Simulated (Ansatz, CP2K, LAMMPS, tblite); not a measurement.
# CP2K runs on 47In2O3-53ZnO (mol %) with crystalline order left by the classical run (65 atoms), part 2 of 2

Aim: run 47In2O3-53ZnO (mol %) with crystalline order left by the classical run (65 atoms) in CP2K and see how near its forces come to a plane-wave reference, and at what cost.

Program: CP2K 2026.2; the method stands at each step. Banners and routine set-up lines are dropped from the logs; longer cuts are marked.

So far. Step 2 (PBE, DZVP-MOLOPT-SR, 800/50 Ry, OT DIIS): Forces lie 16 % from the reference's, at 27 times its CPU time. Step 3 (PBE, DZVP-MOLOPT-SR, 800/50 Ry, diagonalisation): Against the first run (16 %), the force difference from the reference is 16 %, at 0.37 times the CPU time (15 SCF steps against 52): another solver or mixer reaches the same state.

**4. PBE, DZVP-MOLOPT-SR, 280/50 Ry, OT DIIS**

Method: Kohn-Sham DFT, PBE, GTH-PBE pseudopotentials, Gaussian and plane waves, DZVP-MOLOPT-SR-GTH, orbital transformation.

File input.inp:

```
&GLOBAL
  PROJECT cell
  RUN_TYPE ENERGY_FORCE
  PRINT_LEVEL LOW
&END GLOBAL
&FORCE_EVAL
  METHOD QS
  STRESS_TENSOR ANALYTICAL
  &DFT
    BASIS_SET_FILE_NAME BASIS_MOLOPT
    POTENTIAL_FILE_NAME GTH_POTENTIALS
    &MGRID
      CUTOFF 280
      REL_CUTOFF 50
    &END MGRID
    &QS
      EPS_DEFAULT 1.0E-12
    &END QS
    &SCF
      SCF_GUESS ATOMIC
      EPS_SCF 1.0E-06
      MAX_SCF 30
      &OT
        MINIMIZER DIIS
        PRECONDITIONER FULL_ALL
        ENERGY_GAP 0.001
      &END OT
      &OUTER_SCF
        EPS_SCF 1.0E-06
        MAX_SCF 8
      &END OUTER_SCF
      &PRINT
        &RESTART OFF
        &END RESTART
      &END PRINT
    &END SCF
    &XC
      &XC_FUNCTIONAL PBE
      &END XC_FUNCTIONAL
    &END XC
    &PRINT
      &MULLIKEN ON
      &END MULLIKEN
      &HIRSHFELD ON
        SHAPE_FUNCTION DENSITY
      &END HIRSHFELD
      &MO_CUBES
        NHOMO 1
        NLUMO 4
        WRITE_CUBE F
      &END MO_CUBES
    &END PRINT
  &END DFT
  &SUBSYS
    &CELL
      A 9.49289 0.00000 0.00000
      B 0.00000 9.49289 0.00000
      C 0.00000 0.00000 9.49289
    &END CELL
    &COORD
[... 65 atom lines left out: the same atoms as in the first run ...]
    &END COORD
    &KIND In
      BASIS_SET DZVP-MOLOPT-SR-GTH-q13
      POTENTIAL GTH-PBE-q13
    &END KIND
    &KIND Zn
      BASIS_SET DZVP-MOLOPT-SR-GTH-q12
      POTENTIAL GTH-PBE-q12
    &END KIND
    &KIND O
      BASIS_SET DZVP-MOLOPT-SR-GTH-q6
      POTENTIAL GTH-PBE-q6
    &END KIND
  &END SUBSYS
  &PRINT
    &FORCES ON
    &END FORCES
    &STRESS_TENSOR ON
    &END STRESS_TENSOR
  &END PRINT
&END FORCE_EVAL
```

Command:

```console
> OMP_NUM_THREADS=2 cp2k.psmp -i input.inp > output.txt
```

The program printed:

```text
CP2K| version string:                                       CP2K version 2026.2
 CP2K| Input file name                                                 input.inp
 GLOBAL| Basis set file name                                        BASIS_MOLOPT
 GLOBAL| Potential file name                                      GTH_POTENTIALS
 GLOBAL| Run type                                                   ENERGY_FORCE
 GLOBAL| Total number of message passing processes                             1
 GLOBAL| Number of threads for this process                                    2
[... lines left out ...]
 Number of electrons:                                                        576
[... lines left out ...]
  Step     Update method      Time    Convergence         Total energy    Change
[... lines left out ...]
  Total energy:                                             -2212.450287
[... lines left out ...]
  Step     Update method      Time    Convergence         Total energy    Change
[... lines left out ...]
  *** SCF run converged in    21 steps ***
[... lines left out ...]
  Total energy:                                             -2212.811414
[... lines left out ...]
  outer SCF loop converged in   2 iterations or   51 steps
[... lines left out ...]
 Fermi Energy [eV] :    4.918580
[... lines left out ...]
 WARNING : did not converge in ot_eigensolver
 number of iterations          299  exceeded maximum
 current gradient / target gradient   1.952173E-005  /    1.000000E-005
       0.19780950      0.30055181      0.31187575      0.31543840
 HOMO - LUMO gap [eV] :    0.464091
 ENERGY| Total FORCE_EVAL ( QS ) energy [hartree]          -2212.811414
 FORCES| Atomic forces [hartree/bohr]
 FORCES|   Atom     x               y               z               |f|
 FORCES|      1 -9.90896531E-03  1.11784897E-02  5.74390768E-03   1.60043338E-02
 FORCES|      2  6.19372993E-03  5.95017225E-03  4.47472402E-04   8.60041115E-03
 FORCES|      3 -2.58372529E-03  1.40519183E-03  3.44043276E-03   4.52623221E-03
[...]
FORCES|     64  1.19121264E-02 -4.91418733E-03 -2.50216017E-03   1.31266446E-02
 FORCES|     65 -1.24890865E-03  1.27224777E-02  1.10985349E-02   1.69292259E-02
 FORCES| Sum     4.29978318E-01 -2.42813487E-01  1.56998983E-01
 FORCES| Total atomic force                                       5.18158686E-01
 STRESS| Analytical stress tensor [bar]
 STRESS|                        x                   y                   z
 STRESS|      x        5.79529404188E+04   6.82017336162E+03   2.43515364600E+03
 STRESS|      y        6.82017336162E+03   2.76936854247E+04  -1.55398284296E+04
 STRESS|      z        2.43515364600E+03  -1.55398284296E+04   6.50018224037E+04
 STRESS| 1/3 Trace                                             5.02161494157E+04
```

Wall time 9.9 min (2 threads of Arm Neoverse V1, shared host); peak memory 1.1 GiB.

The solver for the empty levels stopped short of its threshold, so the gap is rough; its iterations count in the time.

Against the reference:

```
r.m.s. force component                           : 1.075 eV/Å
r.m.s. difference of force components            : 1013 meV/Å
longest difference of force vectors              : 5861 meV/Å
force difference over r.m.s. force               : 291.9 %
slope of forces against the reference's          : 1.039
correlation of force components                  : 0.3366
gap (highest filled to lowest empty level) : 0.4641 eV
gap difference                                   : -0.043 eV
pressure                                         : 5.022 GPa
pressure difference                              : 2.973 GPa
energy less the same-level run's                 : -23.92 meV/atom
r.m.s. force difference from the same-level run  : 1015 meV/Å
```

This is a coarse setting, run to see what it loses.

Against the first run (16 %), the force difference from the reference is 292 %, at 0.82 times the CPU time (on 2 against 4 cores): the grid matters here.

The difference per atom is largest on Zn (4.3 eV/Å on average, against 0.20 on O). The forces add up to 27 eV/Å instead of zero, usually a sign of too coarse a grid.

**5. PBE, SZV-MOLOPT-SR, 800/50 Ry, OT DIIS**

Method: Kohn-Sham DFT, PBE, GTH-PBE pseudopotentials, Gaussian and plane waves, SZV-MOLOPT-SR-GTH, orbital transformation.

input.inp, as its differences from that of step 4:

```diff
@@ -12,4 +12,5 @@
     &MGRID
-      CUTOFF 280
+      CUTOFF 800
       REL_CUTOFF 50
+      NGRIDS 5
     &END MGRID
@@ -59,7 +60,8 @@
     &END CELL
-    &COORD
-[... 65 atom lines left out: the same atoms as in the first run ...]
-    &END COORD
+    &TOPOLOGY
+      COORD_FILE_NAME structure.xyz
+      COORD_FILE_FORMAT XYZ
+    &END TOPOLOGY
     &KIND In
-      BASIS_SET DZVP-MOLOPT-SR-GTH-q13
+      BASIS_SET SZV-MOLOPT-SR-GTH-q13
       POTENTIAL GTH-PBE-q13
@@ -67,3 +69,3 @@
     &KIND Zn
-      BASIS_SET DZVP-MOLOPT-SR-GTH-q12
+      BASIS_SET SZV-MOLOPT-SR-GTH-q12
       POTENTIAL GTH-PBE-q12
@@ -71,3 +73,3 @@
     &KIND O
-      BASIS_SET DZVP-MOLOPT-SR-GTH-q6
+      BASIS_SET SZV-MOLOPT-SR-GTH-q6
       POTENTIAL GTH-PBE-q6
```

File structure.xyz:

```xyz
65

In 1.43656 1.04042 3.16759
In 7.82100 9.32050 7.95808
In 3.13939 2.14910 6.36555
In 1.44007 9.21038 7.88233
In 2.98865 8.18733 1.68375
In 9.44058 2.35348 9.42729
In 4.57861 4.72338 1.58816
In 1.49162 4.61506 1.62053
In 4.69803 9.26449 7.88309
In 1.45013 4.48444 4.73543
In 7.77544 4.51871 1.68138
In 7.65146 0.02373 4.77606
In 6.15358 7.19618 3.19350
In 4.61554 4.65019 4.71683
In 6.26398 6.92383 9.44856
In 9.34556 2.24811 6.32891
In 0.16109 7.38196 3.39817
In 3.04589 5.76968 7.86761
Zn 6.20256 2.64681 6.39849
Zn 9.42008 6.65157 0.00237
[... 41 atom lines left out ...]
O 1.48146 2.31304 4.87137
O 4.69319 6.82805 4.76477
O 1.40808 2.43901 1.49712
O 1.22781 6.53548 5.12863
```

The program printed:

```text
CP2K| version string:                                       CP2K version 2026.2
 CP2K| Input file name                                                 input.inp
 GLOBAL| Basis set file name                                        BASIS_MOLOPT
 GLOBAL| Potential file name                                      GTH_POTENTIALS
 GLOBAL| Run type                                                   ENERGY_FORCE
 GLOBAL| Total number of message passing processes                             1
 GLOBAL| Number of threads for this process                                    2
 TOTAL NUMBERS AND MAXIMUM NUMBERS
  Total number of            - Atomic kinds:                                   3
                             - Atoms:                                         65
[... lines left out ...]
  Step     Update method      Time    Convergence         Total energy    Change
[... lines left out ...]
  Total energy:                                             -2210.793560
[... lines left out ...]
  Step     Update method      Time    Convergence         Total energy    Change
[... lines left out ...]
  Total energy:                                             -2211.149678
[... lines left out ...]
  Step     Update method      Time    Convergence         Total energy    Change
[... lines left out ...]
  *** SCF run converged in     8 steps ***
[... lines left out ...]
  Total energy:                                             -2211.149749
[... lines left out ...]
  outer SCF loop converged in   3 iterations or   68 steps
[... lines left out ...]
  Total Charge                                                            0.000
 !-----------------------------------------------------------------------------!
  Eigenvalues of the occupied subspace spin            1
      -0.46136442     -0.45508606     -0.45235372     -0.45002425
      -0.44748987     -0.44308675     -0.44038608     -0.43887380
      -0.43784111     -0.43733115     -0.43576966     -0.43476423
[...]
0.20919543      0.20949619      0.21448122      0.21586003
 Fermi Energy [eV] :    5.873850
  Using OT eigensolver for additional unoccupied orbitals spin            1
  Lowest Eigenvalues of the unoccupied subspace spin            1
 OT| Eigensolver reached convergence in 69 iterations
       0.22079174      0.33484909      0.34257743      0.34552665
 HOMO - LUMO gap [eV] :    0.134199
 ENERGY| Total FORCE_EVAL ( QS ) energy [hartree]          -2211.149749
 FORCES| Atomic forces [hartree/bohr]
 FORCES|   Atom     x               y               z               |f|
 FORCES|      1 -1.53864950E-02  1.94707171E-02  1.24905395E-02   2.77824878E-02
 FORCES|      2  6.30297739E-03  5.66098168E-03  1.64869710E-03   8.63090028E-03
 FORCES|      3 -5.76507004E-03  4.39478874E-03  4.78167983E-03   8.68416160E-03
[...]
FORCES|     64  1.99669476E-02 -9.66555505E-03 -1.74212347E-03   2.22516729E-02
 FORCES|     65  3.73341843E-03  2.23773177E-02  1.47985687E-02   2.70865353E-02
 FORCES| Sum     1.85652463E-03 -3.63220296E-03  7.34665259E-04
 FORCES| Total atomic force                                       4.14479373E-03
 STRESS| Analytical stress tensor [bar]
 STRESS|                        x                   y                   z
 STRESS|      x        1.46494806016E+05   8.68829755572E+03   1.51603228697E+03
 STRESS|      y        8.68829755572E+03   9.04855747148E+04  -1.91484512443E+04
 STRESS|      z        1.51603228697E+03  -1.91484512443E+04   1.37397904539E+05
 STRESS| 1/3 Trace                                             1.24792761757E+05
```

Wall time 7 min (2 threads); peak memory 1.7 GiB.

Numbers from this run, and their distance from the reference:

- r.m.s. force component: 0.5549 eV/Å
- r.m.s. difference of force components: 252.2 meV/Å
- longest difference of force vectors: 778 meV/Å
- force difference over r.m.s. force: 72.67 %
- slope of forces against the reference's: 1.514
- correlation of force components: 0.9471
- gap (highest filled to lowest empty level): 0.1342 eV
- gap difference: -0.3729 eV
- pressure: 12.48 GPa
- pressure difference: 10.43 GPa

This is a coarse setting, run to see what it loses.

Against the first run (16 %), the force difference from the reference is 73 %, at 0.56 times the CPU time (on 2 against 4 cores), with 400 basis functions against 1181: the smaller basis costs accuracy.

**6. Side by side**

Differences are against the plane-wave reference, forces as r.m.s. over components; share is that over the reference's r.m.s. force, slope the least-squares factor from reference forces to these. Total energies of different programs have different zeros and aren't compared.

```
                                                  run  Δ force, r.m.s. (meV/Å)  share (%)  slope  Δ pressure (GPa)  Δ gap (eV)  cores  CPU time  memory (GiB)
                                            reference                        -          -      -                 -           -      4      52 s           1.2
         CP2K PBE, DZVP-MOLOPT-SR, 800/50 Ry, OT DIIS                     55.6       16.0  1.114              2.21     -0.0393      4    23 min           4.4
 CP2K PBE, DZVP-MOLOPT-SR, 800/50 Ry, diagonalisation                     57.2       16.5  1.117              2.22     -0.0291      4   8.6 min           5.7
CP2K PBE, DZVP-MOLOPT-SR, 280/50 Ry, OT DIIS (coarse)                     1013        292  1.039              2.97      -0.043      2    19 min           1.1
 CP2K PBE, SZV-MOLOPT-SR, 800/50 Ry, OT DIIS (coarse)                      252       72.7  1.514              10.4      -0.373      2    13 min           1.7
```

Rows marked coarse use a setting chosen to be so.

CPU time is summed over cores on a shared host, where runs went side by side, so it is rough. Symmetry, cutoffs, thresholds, outputs and thread counts weren't matched or tuned between programs; memory under MPI is the largest rank's times the ranks.

Mean charges by element (e), by run and scheme:

```
                                                 run     scheme     In     Zn      O
                                           reference     Löwdin  +1.11  +1.47  -0.86
        CP2K PBE, DZVP-MOLOPT-SR, 800/50 Ry, OT DIIS   Mulliken  +0.94  +0.63  -0.63
        CP2K PBE, DZVP-MOLOPT-SR, 800/50 Ry, OT DIIS  Hirshfeld  +0.50  +0.44  -0.36
CP2K PBE, DZVP-MOLOPT-SR, 800/50 Ry, diagonalisation   Mulliken  +0.94  +0.63  -0.63
CP2K PBE, DZVP-MOLOPT-SR, 800/50 Ry, diagonalisation  Hirshfeld  +0.50  +0.44  -0.36
```

The reference's Löwdin charges lack the electrons that the projection spills, 0.043 e an atom on average.

Within one program, basis, potentials and functional, energies share a zero. Each run against its twin at the usual cutoff or grid and solver:

```
                                                 run                                twin  Δ energy (meV/atom)  Δ force, r.m.s. (meV/Å)         CPU time over the twin's
CP2K PBE, DZVP-MOLOPT-SR, 800/50 Ry, diagonalisation  DZVP-MOLOPT-SR, 800/50 Ry, OT DIIS              -0.0282                     3.33                             0.37
        CP2K PBE, DZVP-MOLOPT-SR, 280/50 Ry, OT DIIS  DZVP-MOLOPT-SR, 800/50 Ry, OT DIIS                -23.9                     1015  0.82 (this twin ran on 4 cores)
```

**7. Summary of results**

```json
{"nearest in forces": "a tie at 16 % of 2 runs: CP2K PBE, DZVP-MOLOPT-SR, 800/50 Ry, OT DIIS; CP2K PBE, DZVP-MOLOPT-SR, 800/50 Ry, diagonalisation"}
```

In words: The PBE runs in local orbitals, coarse settings apart, differ by 16 % in each run; basis, grid and potentials can all enter. Runs with settings chosen to be coarse differ by 73 % (CP2K PBE, SZV-MOLOPT-SR, 800/50 Ry, OT DIIS) to 292 % (CP2K PBE, DZVP-MOLOPT-SR, 280/50 Ry, OT DIIS), their programs' other errors included. None of the electronic-structure runs in the table takes under half the reference's CPU time of 52 s; they take 9.9 to 27 times as much. CP2K PBE, DZVP-MOLOPT-SR, 800/50 Ry, diagonalisation stiffens the forces by a factor of 1.12 while following their directions (correlation 0.995). At the same functional, gaps differ from the reference's 0.507 eV by between -0.37 and -0.03 eV. In pressure, CP2K PBE, SZV-MOLOPT-SR, 800/50 Ry, OT DIIS misses by +10.4 GPa, at the same functional. Charges hang on scheme and program or settings: among these rows the mean for Zn runs from +0.44 to +1.47 e. The quench rate of 100 K/ps is many orders above laboratory rates, so the cell is likely richer in defects and strain than a real sample. The network of bonds at the start is that of the classical potential that made the cell, and needn't be the one that DFT or experiment would give. The reference's stress is far from hydrostatic: its diagonal is 2.9, -0.2, 3.4 GPa, compression counted positive. The reference's pressure of 2.0 GPa belongs to unrelaxed atoms and would change as they relax. The electronic-structure runs sample only Γ, in a cell whose shortest periodic width is 9 Å.

[Long decimals in the printed logs are rounded to 6 places.]

[Also dropped from logs without a mark: lines with file paths, logging warnings of Python, QE's lines on negative density and diagonalisation, SIESTA's first energy breakdown, zero terms and Voronoi charges.]

[Logs are printed without paths, hosts, clocks, repeated set-up lines and the standing remarks that a program may print on its own settings, such as how far it seeks lower states.]

[Hosts, paths, dates, database ids (printed as entryN), source tags and the programs' standing remarks are cut or masked in the printed files.]

[Most failed runs of this program on this cell are left out, timed-out ones always.]
